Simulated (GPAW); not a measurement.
# B K-edge XANES of Mn2B (I4/mcm)

Aim: the near-edge shape at the B K edge of Mn2B (I4/mcm), and what the core hole does to it.

Method: X-ray absorption from dipole matrix elements to empty bands, plane-wave PAW LDA, in GPAW 26.7.0.

Report form: the programs' logs are mostly left out.

## 1. Starting point

It takes space group I4/mcm (No. 140, tetragonal). The conventional cell has a = 5.148 Å, b = 5.148 Å, c = 4.208 Å, α = 90.00°, β = 90.00°, γ = 90.00°. Mn has 4 B at 2.20 Å and 3 Mn at 2.37 to 2.46 Å nearest. Nearest to B lie 2 B at 2.10 Å and 8 Mn at 2.20 Å. Farther neighbours are not listed.

## 2. Ground state of the crystal

A plain self-consistent run shows whether there is a gap and which moments survive; both decide the set-up of the core-hole run.

The input, scf.py:

```python
import numpy as np
from ase import Atoms
from ase.parallel import parprint, paropen
from gpaw import GPAW, PW, FermiDirac, Mixer, MixerDif, setup_paths
from gpaw.test import gen
setup_paths.insert(0, '.')
gen('B', name='nch1s', xcname='LDA', corehole=(1, 0, 0), write_xml=True)
from gpaw.mpi import world
world.barrier()

atoms = Atoms('Mn4B2',
    cell=[[-2.574, 2.574, 2.104],
     [2.574, -2.574, 2.104],
     [2.574, 2.574, -2.104]],
    scaled_positions=[[0.837, 0.663, 0.5],
     [0.337, 0.837, 0.174],
     [0.163, 0.337, 0.5],
     [0.663, 0.163, 0.826],
     [0.75, 0.75, 0],
     [0.25, 0.25, 0]],
    magmoms=[4.0, 4.0, 4.0, 4.0, 0.0, 0.0],
    pbc=True)
atoms.calc = calc = GPAW(legacy_gpaw=True, mode=PW(430, force_complex_dtype=True), xc='LDA', setups={4: 'nch1s'},
    kpts={'size': (8, 8, 8), 'gamma': True}, occupations=FermiDirac(0.05),
    charge=0, mixer=MixerDif(0.05, 8, 50), maxiter=150,
    convergence={'density': 0.0001, 'eigenstates': 1e-6}, txt='scf.txt')
energy = atoms.get_potential_energy() + calc.get_reference_energy()
ef = calc.get_fermi_level()
out = dict(energy=energy, fermi=ef, forces=atoms.get_forces().tolist(), magmoms=atoms.get_magnetic_moments().tolist())
parprint(f'all-electron energy {energy:.4f} eV, Fermi level {ef:.4f} eV')
ev = np.array([[calc.get_eigenvalues(k, s) for k in range(len(calc.get_ibz_k_points()))] for s in range(calc.get_number_of_spins())])
out['homo'], out['lumo'], out['counts'] = ev[ev < ef].max(), ev[ev > ef].min(), sorted(set((ev < ef).sum((0, 2)).tolist()))
out['filled'] = (ev[:, 0] < ef).sum(1).tolist()
import json
with paropen('out.json', 'w') as f:
    json.dump(out, f)
```

The run is started by

```console
OMP_NUM_THREADS=1 mpirun -n 4 gpaw python scf.py
```

Elapsed: 46 s, on 4 MPI ranks of AMD EPYC 9R14 (Zen 4), shared host; peak memory 0.33 GiB.

The mesh shows no gap, so the system is treated as a metal and the core electron is put at the Fermi level (neutral cell).

## 3. Spectrum without a core hole, B atom 5

This cheap baseline ignores the attraction of the hole: it shows the absorber's empty states as they are in the ground state. The data set with a hole of occupation 0 only carries the core orbital.

The absorber has 2 B at 2.10 Å and 8 Mn at 2.20 Å (10-fold, site symmetry 422).

The input, xas.py:

```python
import numpy as np
from ase import Atoms
from ase.parallel import parprint, paropen
from gpaw import GPAW, PW, FermiDirac, Mixer, MixerDif, setup_paths
from gpaw.test import gen
setup_paths.insert(0, '.')
gen('B', name='nch1s', xcname='LDA', corehole=(1, 0, 0), write_xml=True)
from gpaw.mpi import world
world.barrier()

atoms = Atoms('Mn4B2',
    cell=[[-2.574, 2.574, 2.104],
     [2.574, -2.574, 2.104],
     [2.574, 2.574, -2.104]],
    scaled_positions=[[0.837, 0.663, 0.5],
     [0.337, 0.837, 0.174],
     [0.163, 0.337, 0.5],
     [0.663, 0.163, 0.826],
     [0.75, 0.75, 0],
     [0.25, 0.25, 0]],
    magmoms=[4.0, 4.0, 4.0, 4.0, 0.0, 0.0],
    pbc=True)
atoms.calc = calc = GPAW(legacy_gpaw=True, mode=PW(430, force_complex_dtype=True), xc='LDA', setups={4: 'nch1s'},
    kpts={'size': (10, 10, 10), 'gamma': True}, occupations=FermiDirac(0.1),
    charge=0, mixer=MixerDif(0.05, 8, 50), maxiter=150,
    convergence={'density': 0.0001, 'eigenstates': 1e-6}, txt='scf.txt')
energy = atoms.get_potential_energy() + calc.get_reference_energy()
ef = calc.get_fermi_level()
out = dict(energy=energy, fermi=ef, forces=atoms.get_forces().tolist(), magmoms=atoms.get_magnetic_moments().tolist())
parprint(f'all-electron energy {energy:.4f} eV, Fermi level {ef:.4f} eV')
ev = np.array([[calc.get_eigenvalues(k, s) for k in range(len(calc.get_ibz_k_points()))] for s in range(calc.get_number_of_spins())])
out['homo'], out['lumo'], out['counts'] = ev[ev < ef].max(), ev[ev > ef].min(), sorted(set((ev < ef).sum((0, 2)).tolist()))
out['filled'] = (ev[:, 0] < ef).sum(1).tolist()

from ase.units import Ha
from gpaw.xas import dipole_matrix_elements
nb = int(calc.get_number_of_electrons() / 2) + 56
top = nb
nscf = calc.fixed_density(kpts={'size': (6, 6, 6), 'gamma': True},
    convergence={'eigenstates': 1.0}, txt='nscf.txt')
nscf.diagonalize_full_hamiltonian(nbands=nb)
cell = atoms.cell.array
ops = [cell.T @ U.T @ np.linalg.inv(cell.T) for U in nscf.wfs.kd.symmetry.op_scc]
E = np.arange(-25, 34, 0.1)
fwhm = np.interp(E, [4, 25], [0.9, 3.5])
Y, X, zero, highest = 0, 0, 1e9, 1e9
for spin in range(nscf.get_number_of_spins()):
    wfs = nscf.wfs
    mine = wfs.bd.get_slice()  # this rank's bands
    A = dipole_matrix_elements(wfs.setups[4])
    eps = np.zeros((wfs.kd.nibzkpts, nb))
    d = np.zeros((3, A.shape[1], wfs.kd.nibzkpts, nb), complex)
    for kpt in wfs.kpt_u:
        if kpt.s == spin and 4 in kpt.P_ani:
            eps[kpt.k, mine] = kpt.eps_n * Ha
            d[:, :, kpt.k, mine] = (kpt.weight * wfs.nspins / 2) ** 0.5 * np.inner(A, kpt.P_ani[4])
    world.sum(eps)
    world.sum(d)
    T = np.einsum('amkn,bmkn->abkn', d, d.conj()).real
    T = sum(np.einsum('ai,ijkn,bj->abkn', R, T, R) for R in ops) / len(ops)
    empty = eps > ef
    zero, highest = min(zero, eps[empty].min()), min(highest, eps[:, top - 1].min())
    lines = [(eps, T, empty)] if spin == 0 else lines + [(eps, T, empty)]
for eps, T, empty in lines:
    f = np.einsum('aakn->akn', T).reshape(3, -1)
    x = eps.ravel() - zero
    w = np.interp(x, E, fwhm) / 2.35482
    g = np.exp(-0.5 * ((E[:, None] - x) / w) ** 2) / (w * (2 * np.pi) ** 0.5)
    Y = Y + (f * empty.ravel()) @ g.T
    X = X + (f * ~empty.ravel()) @ g.T
out.update(E=E.round(2).tolist(), xas=Y.tolist(), xes=X.tolist(), zero=zero, valid=highest - zero, nk=len(eps), nb=nb)
for i in range(0, len(E), 10):
    parprint(f'{E[i]:7.2f}', *(f'{v:10.3e}' for v in Y[:, i]))
import json
with paropen('out.json', 'w') as f:
    json.dump(out, f)
```

The run is started by

```console
OMP_NUM_THREADS=1 mpirun -n 4 gpaw python xas.py
```

The job ended after 1.8 min (4 MPI ranks; peak memory 0.57 GiB; 7.2 min of CPU time).

The B K spectrum, B atom 5, no core hole (energy from the lowest empty level; intensity scaled to a mean of 1 over the first 20 eV; polarised curves are means over the symmetry-equivalent atoms):

```tsv
E (eV)	isotropic	ε ⊥ c	ε ∥ c
-2.0	0.00	0.00	0.00
-1.0	0.00	0.00	0.00
0.0	0.18	0.20	0.16
1.0	0.30	0.30	0.32
2.0	0.59	0.59	0.59
3.0	0.94	0.97	0.87
4.0	1.04	1.07	0.98
5.0	0.81	0.92	0.60
6.0	1.85	1.96	1.65
7.0	1.37	1.38	1.36
8.0	1.23	0.88	1.93
9.0	1.12	0.69	1.99
10.0	1.44	0.92	2.48
11.0	2.16	1.59	3.30
12.0	1.72	1.63	1.91
13.0	0.88	1.06	0.53
14.0	0.66	0.89	0.22
15.0	0.68	0.89	0.24
16.0	0.59	0.75	0.29
17.0	0.58	0.72	0.31
18.0	0.68	0.84	0.36
19.0	0.77	0.93	0.46
20.0	0.82	0.95	0.56
21.0	0.77	0.86	0.59
22.0	0.64	0.69	0.54
23.0	0.51	0.52	0.48
24.0	0.48	0.47	0.50
25.0	0.55	0.52	0.62
26.0	0.66	0.62	0.75
27.0	0.74	0.70	0.84
28.0	0.77	0.74	0.83
29.0	0.77	0.76	0.79
30.0	0.78	0.79	0.76
31.0	0.78	0.79	0.74
32.0	0.71	0.72	0.69
```

Main maxima below 24 eV (height): 2.8 eV (0.99), 4.1 eV (1.06), 6.1 eV (1.86), 8.3 eV (1.28), 11.1 eV (2.17) and 20.1 eV (0.82). A K edge sees empty p states on the absorber.

The same matrix elements for filled bands give the B K emission of B atom 5 (ground-state approximation; energy from the lowest empty level, largest value 1):

```tsv
E (eV)	emission
-24.00	0.00
-23.25	0.00
-22.50	0.00
-21.75	0.00
-21.00	0.00
-20.25	0.00
-19.50	0.00
-18.75	0.00
-18.00	0.00
-17.25	0.00
-16.50	0.00
-15.75	0.00
-15.00	0.00
-14.25	0.00
-13.50	0.00
-12.75	0.00
-12.00	0.00
-11.25	0.01
-10.50	0.02
-9.75	0.05
-9.00	0.08
-8.25	0.11
-7.50	0.15
-6.75	0.28
-6.00	0.41
-5.25	0.51
-4.50	0.63
-3.75	0.87
-3.00	0.98
-2.25	0.45
-1.50	0.13
-0.75	0.11
0.00	0.08
0.75	0.00
1.50	0.00
2.25	0.00
3.00	0.00
```

Emission maxima: -3.2 eV (1.00).

## 4. Reference energy of the supercell

The photon energy needs a difference of total energies, so the cell and mesh of the coming hole run are first run without a hole.

scf.py, as its differences from that of step 2:

```diff
@@ -10,16 +10,28 @@
 
-atoms = Atoms('Mn4B2',
-    cell=[[-2.574, 2.574, 2.104],
-     [2.574, -2.574, 2.104],
-     [2.574, 2.574, -2.104]],
-    scaled_positions=[[0.837, 0.663, 0.5],
-     [0.337, 0.837, 0.174],
-     [0.163, 0.337, 0.5],
-     [0.663, 0.163, 0.826],
-     [0.75, 0.75, 0],
-     [0.25, 0.25, 0]],
-    magmoms=[4.0, 4.0, 4.0, 4.0, 0.0, 0.0],
+atoms = Atoms('Mn12B6',
+    cell=[[0, 5.148, 0],
+     [5.148, 0, 0],
+     [-2.574, -2.574, -6.312]],
+    scaled_positions=[[0.17033333, 0.99633333, 0.66666667],
+     [0.837, 0.663, 0],
+     [0.50366667, 0.32966667, 0.33333333],
+     [0.67033333, 0.17033333, 0.66666667],
+     [0.337, 0.837, 0],
+     [0.00366667, 0.50366667, 0.33333333],
+     [0.163, 0.337, 0],
+     [0.82966667, 0.00366667, 0.33333333],
+     [0.49633333, 0.67033333, 0.66666667],
+     [0.663, 0.163, 0],
+     [0.32966667, 0.82966667, 0.33333333],
+     [0.99633333, 0.49633333, 0.66666667],
+     [0.75, 0.75, 0.5],
+     [0.41666667, 0.41666667, 0.83333333],
+     [0.08333333, 0.08333333, 0.16666667],
+     [0.91666667, 0.91666667, 0.83333333],
+     [0.58333333, 0.58333333, 0.16666667],
+     [0.25, 0.25, 0.5]],
+    magmoms=[4.0, 4.0, 4.0, 4.0, 4.0, 4.0, 4.0, 4.0, 4.0, 4.0, 4.0, 4.0, 0.0, 0.0, 0.0, 0.0, 0.0, 0.0],
     pbc=True)
-atoms.calc = calc = GPAW(legacy_gpaw=True, mode=PW(430, force_complex_dtype=True), xc='LDA', setups={4: 'nch1s'},
-    kpts={'size': (8, 8, 8), 'gamma': True}, occupations=FermiDirac(0.05),
+atoms.calc = calc = GPAW(legacy_gpaw=True, mode=PW(430, force_complex_dtype=True), xc='LDA', setups={12: 'nch1s'},
+    kpts={'size': (4, 4, 4), 'gamma': True}, occupations=FermiDirac(0.1),
     charge=0, mixer=MixerDif(0.05, 8, 50), maxiter=150,
```

The run is started by

```console
OMP_NUM_THREADS=1 mpirun -n 4 gpaw python scf.py
```

The job ended after 2.6 min (4 MPI ranks; peak memory 0.84 GiB).

Reference energy: -381623.585 eV with the cores included.

## 5. Spectrum with XCH, B atom 5

The holes are 5.1 Å apart. In GPAW the data set carries the hole's charge, so charge=0 means a charged cell and charge=-1 a neutral one. The excited electron is kept in the cell, where it fills the lowest empty states and screens the hole. After the field has converged, empty bands are computed with the density fixed and the dipole matrix elements are summed.

The input, xas.py:

```python
import numpy as np
from ase import Atoms
from ase.parallel import parprint, paropen
from gpaw import GPAW, PW, FermiDirac, Mixer, MixerDif, setup_paths
from gpaw.test import gen
setup_paths.insert(0, '.')
gen('B', name='fch1s', xcname='LDA', corehole=(1, 0, 1), write_xml=True)
from gpaw.mpi import world
world.barrier()

atoms = Atoms('Mn12B6',
    cell=[[0, 5.148, 0],
     [5.148, 0, 0],
     [-2.574, -2.574, -6.312]],
    scaled_positions=[[0.17033333, 0.99633333, 0.66666667],
     [0.837, 0.663, 0],
     [0.50366667, 0.32966667, 0.33333333],
     [0.67033333, 0.17033333, 0.66666667],
     [0.337, 0.837, 0],
     [0.00366667, 0.50366667, 0.33333333],
     [0.163, 0.337, 0],
     [0.82966667, 0.00366667, 0.33333333],
     [0.49633333, 0.67033333, 0.66666667],
     [0.663, 0.163, 0],
     [0.32966667, 0.82966667, 0.33333333],
     [0.99633333, 0.49633333, 0.66666667],
     [0.75, 0.75, 0.5],
     [0.41666667, 0.41666667, 0.83333333],
     [0.08333333, 0.08333333, 0.16666667],
     [0.91666667, 0.91666667, 0.83333333],
     [0.58333333, 0.58333333, 0.16666667],
     [0.25, 0.25, 0.5]],
    magmoms=[4.0, 4.0, 4.0, 4.0, 4.0, 4.0, 4.0, 4.0, 4.0, 4.0, 4.0, 4.0, 0.0, 0.0, 0.0, 0.0, 0.0, 0.0],
    pbc=True)
atoms.calc = calc = GPAW(legacy_gpaw=True, mode=PW(430, force_complex_dtype=True), xc='LDA', setups={12: 'fch1s'},
    kpts={'size': (4, 4, 4), 'gamma': True}, occupations=FermiDirac(0.1),
    charge=-1, mixer=MixerDif(0.05, 8, 50), maxiter=150,
    convergence={'density': 0.0001, 'eigenstates': 1e-6}, txt='scf.txt')
energy = atoms.get_potential_energy() + calc.get_reference_energy()
ef = calc.get_fermi_level()
out = dict(energy=energy, fermi=ef, forces=atoms.get_forces().tolist(), magmoms=atoms.get_magnetic_moments().tolist())
parprint(f'all-electron energy {energy:.4f} eV, Fermi level {ef:.4f} eV')
ev = np.array([[calc.get_eigenvalues(k, s) for k in range(len(calc.get_ibz_k_points()))] for s in range(calc.get_number_of_spins())])
out['homo'], out['lumo'], out['counts'] = ev[ev < ef].max(), ev[ev > ef].min(), sorted(set((ev < ef).sum((0, 2)).tolist()))
out['filled'] = (ev[:, 0] < ef).sum(1).tolist()

from ase.units import Ha
from gpaw.xas import dipole_matrix_elements
nb = int(calc.get_number_of_electrons() / 2) + 162
top, nb = nb, nb + 8 + nb // 12
nscf = calc.fixed_density(kpts={'size': (4, 4, 4), 'gamma': True}, nbands=nb,
    convergence={'bands': top, 'eigenstates': 5e-3}, maxiter=60, txt='nscf.txt')
cell = atoms.cell.array
ops = [cell.T @ U.T @ np.linalg.inv(cell.T) for U in nscf.wfs.kd.symmetry.op_scc]
E = np.arange(-6, 34, 0.1)
fwhm = np.interp(E, [4, 25], [0.9, 3.5])
Y, X, zero, highest = 0, 0, 1e9, 1e9
for spin in range(nscf.get_number_of_spins()):
    wfs = nscf.wfs
    mine = wfs.bd.get_slice()  # this rank's bands
    A = dipole_matrix_elements(wfs.setups[12])
    eps = np.zeros((wfs.kd.nibzkpts, nb))
    d = np.zeros((3, A.shape[1], wfs.kd.nibzkpts, nb), complex)
    for kpt in wfs.kpt_u:
        if kpt.s == spin and 12 in kpt.P_ani:
            eps[kpt.k, mine] = kpt.eps_n * Ha
            d[:, :, kpt.k, mine] = (kpt.weight * wfs.nspins / 2) ** 0.5 * np.inner(A, kpt.P_ani[12])
    world.sum(eps)
    world.sum(d)
    T = np.einsum('amkn,bmkn->abkn', d, d.conj()).real
    T = sum(np.einsum('ai,ijkn,bj->abkn', R, T, R) for R in ops) / len(ops)
    empty = eps > ef
    zero, highest = min(zero, eps[empty].min()), min(highest, eps[:, top - 1].min())
    lines = [(eps, T, empty)] if spin == 0 else lines + [(eps, T, empty)]
for eps, T, empty in lines:
    f = np.einsum('aakn->akn', T).reshape(3, -1)
    x = eps.ravel() - zero
    w = np.interp(x, E, fwhm) / 2.35482
    g = np.exp(-0.5 * ((E[:, None] - x) / w) ** 2) / (w * (2 * np.pi) ** 0.5)
    Y = Y + (f * empty.ravel()) @ g.T
    X = X + (f * ~empty.ravel()) @ g.T
out.update(E=E.round(2).tolist(), xas=Y.tolist(), xes=X.tolist(), zero=zero, valid=highest - zero, nk=len(eps), nb=nb)
for i in range(0, len(E), 10):
    parprint(f'{E[i]:7.2f}', *(f'{v:10.3e}' for v in Y[:, i]))
import json
with paropen('out.json', 'w') as f:
    json.dump(out, f)
```

The run is started by

```console
OMP_NUM_THREADS=1 mpirun -n 4 gpaw python xas.py
```

Elapsed: 5.5 min, on 4 MPI ranks; peak memory 1.2 GiB; 22 min of CPU time.

The B K spectrum, B atom 5, excited-electron core hole (neutral cell) (energy from the lowest empty level; intensity scaled to a mean of 1 over the first 20 eV; polarised curves are means over the symmetry-equivalent atoms):

```tsv
E (eV)	isotropic	ε ⊥ c	ε ∥ c
-2.00	0.00	0.00	0.00
-1.25	0.00	0.00	0.00
-0.50	0.06	0.05	0.07
0.25	0.44	0.41	0.51
1.00	0.73	0.61	0.98
1.75	1.44	1.38	1.57
2.50	1.78	1.74	1.86
3.25	1.46	1.34	1.70
4.00	1.53	1.52	1.57
4.75	1.85	1.73	2.08
5.50	2.23	2.00	2.70
6.25	1.44	1.27	1.76
7.00	1.21	0.73	2.17
7.75	0.95	0.59	1.68
8.50	1.00	0.73	1.54
9.25	1.23	1.01	1.67
10.00	1.35	1.42	1.21
10.75	1.35	1.52	0.99
11.50	0.95	1.12	0.61
12.25	0.52	0.68	0.21
13.00	0.40	0.56	0.09
13.75	0.43	0.60	0.10
14.50	0.44	0.58	0.14
15.25	0.41	0.53	0.18
16.00	0.44	0.55	0.21
16.75	0.54	0.69	0.25
17.50	0.65	0.82	0.30
18.25	0.69	0.84	0.38
19.00	0.67	0.77	0.47
19.75	0.63	0.68	0.53
20.50	0.56	0.58	0.54
21.25	0.48	0.48	0.50
22.00	0.42	0.40	0.46
22.75	0.40	0.37	0.46
23.50	0.43	0.39	0.52
24.25	0.50	0.44	0.61
25.00	0.58	0.51	0.71
25.75	0.65	0.59	0.77
26.50	0.68	0.64	0.77
27.25	0.69	0.66	0.73
28.00	0.67	0.67	0.68
28.75	0.66	0.67	0.64
29.50	0.65	0.67	0.62
30.25	0.64	0.65	0.60
31.00	0.60	0.61	0.58
31.75	0.54	0.54	0.54
```

Main maxima below 24 eV (height): 2.4 eV (1.78), 3.8 eV (1.61), 5.2 eV (2.38), 10.4 eV (1.39) and 18.3 eV (0.69). 

The total-energy difference is 185.47 eV.

## 6. Spectrum with FCH, B atom 5

The holes are 5.1 Å apart. In GPAW the data set carries the hole's charge, so charge=0 means a charged cell and charge=-1 a neutral one. The excited electron is left out and a uniform background balances the charge. After the field has converged, empty bands are computed with the density fixed and the dipole matrix elements are summed.

Changed against the first core-hole run: core hole to FCH.

xas.py, as its differences from that of step 5:

```diff
@@ -36,3 +36,3 @@
     kpts={'size': (4, 4, 4), 'gamma': True}, occupations=FermiDirac(0.1),
-    charge=-1, mixer=MixerDif(0.05, 8, 50), maxiter=150,
+    charge=0, mixer=MixerDif(0.05, 8, 50), maxiter=150,
     convergence={'density': 0.0001, 'eigenstates': 1e-6}, txt='scf.txt')
```

The job ended after 5.4 min (4 MPI ranks; peak memory 1.2 GiB; 22 min of CPU time).

```tsv
E (eV)	first run	this run
-2.0	0.00	0.00
-1.0	0.00	0.00
0.0	0.31	0.29
1.0	0.73	0.69
2.0	1.63	1.58
3.0	1.52	1.55
4.0	1.53	1.58
5.0	2.24	2.05
6.0	1.62	1.75
7.0	1.21	1.23
8.0	0.91	0.93
9.0	1.17	1.11
10.0	1.35	1.33
11.0	1.25	1.32
12.0	0.63	0.73
13.0	0.40	0.41
14.0	0.44	0.44
15.0	0.42	0.43
16.0	0.44	0.43
17.0	0.58	0.55
18.0	0.68	0.67
19.0	0.67	0.68
20.0	0.61	0.62
21.0	0.51	0.53
22.0	0.42	0.43
23.0	0.41	0.40
24.0	0.47	0.46
25.0	0.58	0.56
26.0	0.66	0.65
27.0	0.69	0.69
28.0	0.67	0.68
29.0	0.66	0.66
30.0	0.64	0.65
31.0	0.60	0.61
32.0	0.52	0.53
```

Against the first run the r.m.s. difference is 5 %. The highest intensity below 16 eV goes from 5.2 eV (2.38) to 5.4 eV (2.37).

The photon energy of the zero moves by -0.07 eV.

## 7. Reference energy of the cell

The cell and mesh change for the next run, so it gets a reference energy of its own.

The input, scf.py:

```python
import numpy as np
from ase import Atoms
from ase.parallel import parprint, paropen
from gpaw import GPAW, PW, FermiDirac, Mixer, MixerDif, setup_paths
from gpaw.test import gen
setup_paths.insert(0, '.')
gen('B', name='nch1s', xcname='LDA', corehole=(1, 0, 0), write_xml=True)
from gpaw.mpi import world
world.barrier()

atoms = Atoms('Mn4B2',
    cell=[[-2.574, 2.574, 2.104],
     [2.574, -2.574, 2.104],
     [2.574, 2.574, -2.104]],
    scaled_positions=[[0.837, 0.663, 0.5],
     [0.337, 0.837, 0.174],
     [0.163, 0.337, 0.5],
     [0.663, 0.163, 0.826],
     [0.75, 0.75, 0],
     [0.25, 0.25, 0]],
    magmoms=[4.0, 4.0, 4.0, 4.0, 0.0, 0.0],
    pbc=True)
atoms.calc = calc = GPAW(legacy_gpaw=True, mode=PW(430, force_complex_dtype=True), xc='LDA', setups={4: 'nch1s'},
    kpts={'size': (5, 5, 5), 'gamma': True}, occupations=FermiDirac(0.1),
    charge=0, mixer=MixerDif(0.05, 8, 50), maxiter=150,
    convergence={'density': 0.0001, 'eigenstates': 1e-6}, txt='scf.txt')
energy = atoms.get_potential_energy() + calc.get_reference_energy()
ef = calc.get_fermi_level()
out = dict(energy=energy, fermi=ef, forces=atoms.get_forces().tolist(), magmoms=atoms.get_magnetic_moments().tolist())
parprint(f'all-electron energy {energy:.4f} eV, Fermi level {ef:.4f} eV')
ev = np.array([[calc.get_eigenvalues(k, s) for k in range(len(calc.get_ibz_k_points()))] for s in range(calc.get_number_of_spins())])
out['homo'], out['lumo'], out['counts'] = ev[ev < ef].max(), ev[ev > ef].min(), sorted(set((ev < ef).sum((0, 2)).tolist()))
out['filled'] = (ev[:, 0] < ef).sum(1).tolist()
import json
with paropen('out.json', 'w') as f:
    json.dump(out, f)
```

The run is started by

```console
OMP_NUM_THREADS=1 mpirun -n 4 gpaw python scf.py
```

The job ended after 17 s (4 MPI ranks; peak memory 0.3 GiB; 68 s of CPU time).

(Part 1 of 2 ends here.)

[Logs are printed without paths, hosts, clocks, repeated set-up lines and the standing remarks that a program may print on its own settings, such as how far it seeks lower states.]

[Hosts, paths, dates, database ids (printed as entryN), source tags and the programs' standing remarks are cut or masked in the printed files.]

[Lists of maxima count a maximum above −3 eV only where it reaches 4 % of the highest in the window and stands out from its surroundings by 2 % of it (1.5 % where it reaches 55 %); shoulders and weaker maxima are passed over, and of the rest the first, up to two pre-edge ones and the few strongest are named.]
